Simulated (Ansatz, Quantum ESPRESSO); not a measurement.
**CsH (Pm-3m): from Born charge to LO-TO splitting**

Wanted: the LO mode of CsH (Pm-3m) from the TO mode and the field response.

Main program and level: Quantum ESPRESSO 8.0 development, patched; DFT LDA, scalar-relativistic, plane waves, PseudoDojo norm-conserving pseudopotentials.

### 1. The relaxed structure

Symmetry: Pm-3m, No. 221, cubic system. Conventional cell: a = 3.637 Å, b = 3.637 Å, c = 3.637 Å, α = 90.00°, β = 90.00°, γ = 90.00°. Nearest to Cs lie 8 H at 3.15 Å. Nearest to H lie 8 Cs at 3.15 Å. Farther neighbours are not listed.

This is the cell after its relaxation at this level of theory, not the database cell from which that began.

### 2. What the response run gave

A linear-response run on the relaxed cell, with the response to an electric field; only its zone-centre results are used. Cutoff 74 Ry, k mesh 6×6×6.

Output:

```text
[banners, grids, parts of the stress and lines that vanish by symmetry left out]
Program PHONON v.8.0dev
     Dynamical matrices for q-points given in input
     (   1q-points):
[...]
Exchange-correlation= PW
                           (   1   4   0   0   0   0   0)
[...]
kinetic-energy cut-off    =      74.0000  Ry
     charge density cut-off    =     296.0000  Ry
     convergence threshold     =      1.0E-18
[...]
Exchange-correlation= PW
                           (   1   4   0   0   0   0   0)
[...]
q = (   0.0000000   0.0000000   0.0000000 )
     49 Sym.Ops. (with q -> -q+G )
     G cutoff =  354.0832  (  28017 G-vectors)     FFT grid: ( 40, 40, 40)
     number of k points=    20
[...]
Mode symmetry, O_h (m-3m)  point group:
[...]
Dielectric constant
[...]
End of electric fields calculation
          Dielectric constant in cartesian axis
          (       4.251877642       0.000000000       0.000000000 )
          (       0.000000000       4.251877642       0.000000000 )
          (       0.000000000       0.000000000       4.251877642 )
          Effective charges (d Force / dE) in cartesian axis without acoustic sum rule applied (asr)
           atom    1  Cs    Mean Z*:        1.17148
      Ex  (        1.17148        0.00000        0.00000 )
      Ey  (        0.00000        1.17148        0.00000 )
      Ez  (        0.00000        0.00000        1.17148 )
           atom    2  H     Mean Z*:       -1.17617
      Ex  (       -1.17617        0.00000        0.00000 )
      Ey  (        0.00000       -1.17617        0.00000 )
      Ez  (        0.00000        0.00000       -1.17617 )
          Effective charges Sum: Mean:       -0.00469
[...]
Effective charges (d Force / dE) in cartesian axis with asr applied:
           atom    1  Cs    Mean Z*:        1.17382
[...]
atom    2  H     Mean Z*:       -1.17382
[...]
Dielectric constant from finite-differences
          (       4.251777302       0.000000000       0.000000000 )
          (       0.000000000       4.251777302       0.000000000 )
          (       0.000000000       0.000000000       4.251777302 )
[...]
(       0.000000000       0.000000000       0.000000000 )
          (       0.000000000       0.000000000       0.000000000 )
          (       0.000000000       0.000000000       0.000000000 )
          (       0.000000000       0.000000000       0.000000000 )
          (       0.000000000       0.000000000       0.000000000 )
          (       0.000000000       0.000000000       0.000000000 )
          (       0.000000000      -0.000000000       0.000000000 )
          (       0.000000000       0.000000000       0.000000000 )
[...]
(       0.000000000       0.000000000       0.000000000 )
          (       0.000000000       0.000000000       0.000000000 )
          (       0.000000000       0.000000000       0.000000000 )
          (       0.000000000       0.000000000       0.000000000 )
          (       0.000000000       0.000000000       0.000000000 )
[...]
Representation #   1 modes #   1   2   3
[...]
End of self-consistent calculation
     Convergence has been achieved
     Representation #   2 modes #   4   5   6
[...]
End of self-consistent calculation
     Convergence has been achieved
[...]
Dielectric constant in cartesian axis
          (       4.251877642       0.000000000       0.000000000 )
          (       0.000000000       4.251877642       0.000000000 )
          (       0.000000000       0.000000000       4.251877642 )
          Effective charges (d Force / dE) in cartesian axis without acoustic sum rule applied (asr)
           atom    1  Cs    Mean Z*:        1.17148
      Ex  (        1.17148        0.00000        0.00000 )
      Ey  (        0.00000        1.17148        0.00000 )
      Ez  (        0.00000        0.00000        1.17148 )
           atom    2  H     Mean Z*:       -1.17617
      Ex  (       -1.17617        0.00000        0.00000 )
      Ey  (        0.00000       -1.17617        0.00000 )
      Ez  (        0.00000        0.00000       -1.17617 )
          Effective charges Sum: Mean:       -0.00469
[...]
Effective charges (d Force / dE) in cartesian axis with asr applied:
           atom    1  Cs    Mean Z*:        1.17382
[...]
atom    2  H     Mean Z*:       -1.17382
[...]
q = (    0.000000000   0.000000000   0.000000000 )
[...]
freq (    1) =       0.007035 [THz] =       0.234647 [cm-1]
     freq (    2) =       0.007035 [THz] =       0.234647 [cm-1]
     freq (    3) =       0.007035 [THz] =       0.234647 [cm-1]
     freq (    4) =      12.461622 [THz] =     415.674981 [cm-1]
     freq (    5) =      12.461622 [THz] =     415.674981 [cm-1]
     freq (    6) =      12.461622 [THz] =     415.674981 [cm-1]
[...]
Mode symmetry, O_h (m-3m)  point group:
     freq (   1-   3) =          0.2  [cm-1]   --> T_1u G_15  G_4- I
     freq (   4-   6) =        415.7  [cm-1]   --> T_1u G_15  G_4- I

   JOB DONE.
```

```
                       quantity    value
             cell volume Ω (Å³)   48.091
                 mass of Cs (u)  132.905
                  mass of H (u)    1.008
     Born charge of Cs, raw (e)    1.171
      Born charge of H, raw (e)   -1.176
                             ε∞    4.252
ω(TO) after the sum rule (cm⁻¹)    415.7
```

### 3. The calculation

The charges must sum to zero over the cell; taking off their mean, -0.002 e, leaves Z* = 1.174 e on Cs. In the polar mode Cs moves against H, so the reduced mass is μ = 132.91 × 1.01 / 133.91 = 1.000 u.

A longitudinal wave builds up a field that adds to the restoring force: ω(LO)² = ω(TO)² + 4π Z*² / (μ Ω ε∞), in Hartree atomic units. With μ = 1824 electron masses and Ω = 324.53 bohr³ the second term is 6.8810e-06 Ha², or 331453 cm⁻² (1 Ha = 219474.6 cm⁻¹).

So ω(LO) = √(172773 + 331453) = 710.1 cm⁻¹, and by the Lyddane-Sachs-Teller relation ε₀ = ε∞ (ω(LO)/ω(TO))² = 12.41.

### 4. Check against the program

The analysis program adds the same non-analytic term to the full matrix, here for q along (1 0 0).

Output:

```text
[banner, memory and clock lines left out]
Program DYNMAT v.8.0dev

     Reading Dynamical Matrix from file g.dyn
     ...Force constants read
     ...epsilon and Z* read
     ...Raman cross sections read

     Polarizability (A^3 units)
     multiply by 0.479856 for Clausius-Mossotti correction (not under assume_isolated = 'mt')
        12.444795    0.000000    0.000000
         0.000000   12.444795    0.000000
         0.000000    0.000000   12.444795

     IR activities are in (D/A)^2/amu units

# mode   [cm-1]    [THz]      IR
    1     -0.00   -0.0000    0.0000
    2      0.00    0.0000    0.0000
    3      0.00    0.0000    0.0000
    4    415.66   12.4612   31.7757
    5    415.66   12.4612   31.7757
    6    710.08   21.2877   31.7757
```

ε₀ comes from the program's run without a direction of q.

```
    quantity  by hand  program
ω(LO) (cm⁻¹)    710.1    710.1
          ε₀    12.41    12.41
```

### 5. Summary of results

```
TO mode                    : 415.7 cm⁻¹
LO mode                    : 710.1 cm⁻¹
static dielectric constant : 12.41
```

**Reading.** The LO mode of CsH (Pm-3m) lies at 710 cm⁻¹, 294 cm⁻¹ above the TO mode; the formula meets the program within 0.1 cm⁻¹, as it must for a cubic crystal with one polar mode. ω(LO)² − ω(TO)² goes with Z*²/ε∞: an error of 5 % in ε∞ would move the LO mode by 11.2 cm⁻¹, and semilocal functionals tend to overestimate ε∞. These are harmonic values at zero temperature, at the volume of this functional, for the structure held cubic; stability elsewhere in the zone is no part of this calculation.

[Host names and launcher messages were left out of these logs when they were recorded.]

[Logs are printed without paths, hosts, clocks, repeated set-up lines and the standing remarks that a program may print on its own settings, such as how far it seeks lower states.]

[Hosts, paths, dates, database ids (printed as entryN), source tags and the programs' standing remarks are cut or masked in the printed files.]
